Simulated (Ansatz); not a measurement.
# Direct or indirect: CaO (Fm-3m)

```xyz
2
Lattice="0.0000 2.4065 2.4065 2.4065 0.0000 2.4065 2.4065 2.4065 0.0000" Properties=species:S:1:pos:R:3 pbc="T T T"
Ca    0.0000    0.0000    0.0000
O     2.4065    2.4065    2.4065
```

Method: Ansatz, PBE, independent particles, without spin-orbit coupling, line width 0.15 eV (Gaussian). The band structure gives a fundamental gap of 3.66 eV. The spectrum of vertical transitions near the edge:

```tsv
E (eV)	Im ε, E ∥ xyz
3.18	0.00
3.30	0.00
3.42	0.00
3.54	0.00
3.66	0.00
3.78	0.00
3.90	0.06
4.02	0.31
4.14	0.74
4.26	1.10
4.38	1.33
4.50	1.50
4.62	1.65
4.74	1.86
4.86	2.07
4.98	2.24
5.10	2.38
5.22	2.49
```

Task: Is the gap direct or indirect, and about where do vertical transitions set in?

Result: Indirect, by the band path, whose least direct gap is 4.03 eV. The curves fit this: they stay near zero above 3.66 eV and rise only from about 4.0 eV, though a forbidden direct transition would look alike. Lines are broadened by 0.15 eV, which spreads the edge, and phonons, which would give weak absorption from the fundamental gap up, are left out.

[Logs are printed without paths, hosts, clocks, repeated set-up lines and the standing remarks that a program may print on its own settings, such as how far it seeks lower states.]
